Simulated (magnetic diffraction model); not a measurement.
**TmSbO3: the ordered moment from one line**

Space group P6_3/mmc (no. 194), a = 3.8210 Å, c = 12.4610 Å.

```csv
site,atom,x,y,z
2a,Tm,0,0,1/2
2c,Sb,2/3,1/3,3/4
2b,O,0,0,1/4
4f,O,2/3,1/3,0.5682
```

This is a made-up structure (elements placed in a structure type, unrelaxed), so the numbers test the method and describe no known phase.

Only Tm is taken to order (form factors of Tm3+); orders and moment sizes are assumed, and not adapted to the symmetry. Radiation: neutrons of λ = 2.36 Å, 3° to 90°; isotropic B of 0.4 Å² (Tm), 0.56 Å² (Sb) and 0.89 Å² (O). Simulated constant-wavelength pattern: nuclear and magnetic terms add, the magnetic one as |2.695 fm × Σ f S⊥ exp(2πi Q·r) exp(−B s²)|², summed over all Q at one angle with the factor 1/(sin²θ cos θ). For a modulated order the moment at position r is S exp(−2πi k·r) + c.c., with S = m/2 for a sine wave of amplitude m and S = m(u + iv)/2 for moments turning in a plane, u and v being orthogonal unit vectors in it; the phase factor of the sum at Q = H + k is then exp(2πi H·r). Free-ion form factors, Sears's scattering lengths of 1992, no absorption; a label names one of the reflections at its angle. The strongest nuclear line in the range is 100, and lines under 0.2 are left out.

In a first state the assumed order is k = (1/3 1/3 1/2), moments turning in the plane of [100] and [001], 4 μB on Tm; signs + at (0, 0, 1/2), − at (0, 0, 0), with this pattern:

```tsv
2θ (°)	index	nuclear	magnetic
21.83	(0 0 2)	3.8	0.0
24.39	(2/3 -1/3 1/2)	0.0	33.8
28.97	(1/3 1/3 3/2)	0.0	21.5
36.57	(2/3 -1/3 5/2)	0.0	12.1
41.78	(1 0 0)	5.6	0.0
43.30	(1 0 1)	45.3	0.0
44.52	(0 0 4)	25.2	0.0
45.93	(1/3 1/3 7/2)	0.0	7.0
48.97	(2/3 2/3 1/2)	0.0	8.0
51.64	(4/3 -2/3 3/2)	0.0	7.0
54.25	(1 0 3)	8.4	0.0
56.49	(2/3 -1/3 9/2)	0.0	4.3
56.71	(2/3 2/3 5/2)	0.0	5.4
62.70	(1 0 4)	35.4	0.0
63.82	(4/3 -2/3 7/2)	0.0	4.0
66.29	(5/3 -1/3 1/2)	0.0	8.5
```
(The table stops after 16 lines; 13 more lie at higher angle.)

**Question.** Nearer the ordering temperature the line at 24.39° has total intensity 3.0 on the same scale, and all moments have shrunk alike. How large is the Tm moment?

The nuclear part, 0.0, stays, so the magnetic part is 3.0 against 33.8. It goes as m², so m = 4 × √(3.0/33.8) = 1.19 μB; the value used was 1.2 μB.

[Logs are printed without paths, hosts, clocks, repeated set-up lines and the standing remarks that a program may print on its own settings, such as how far it seeks lower states.]
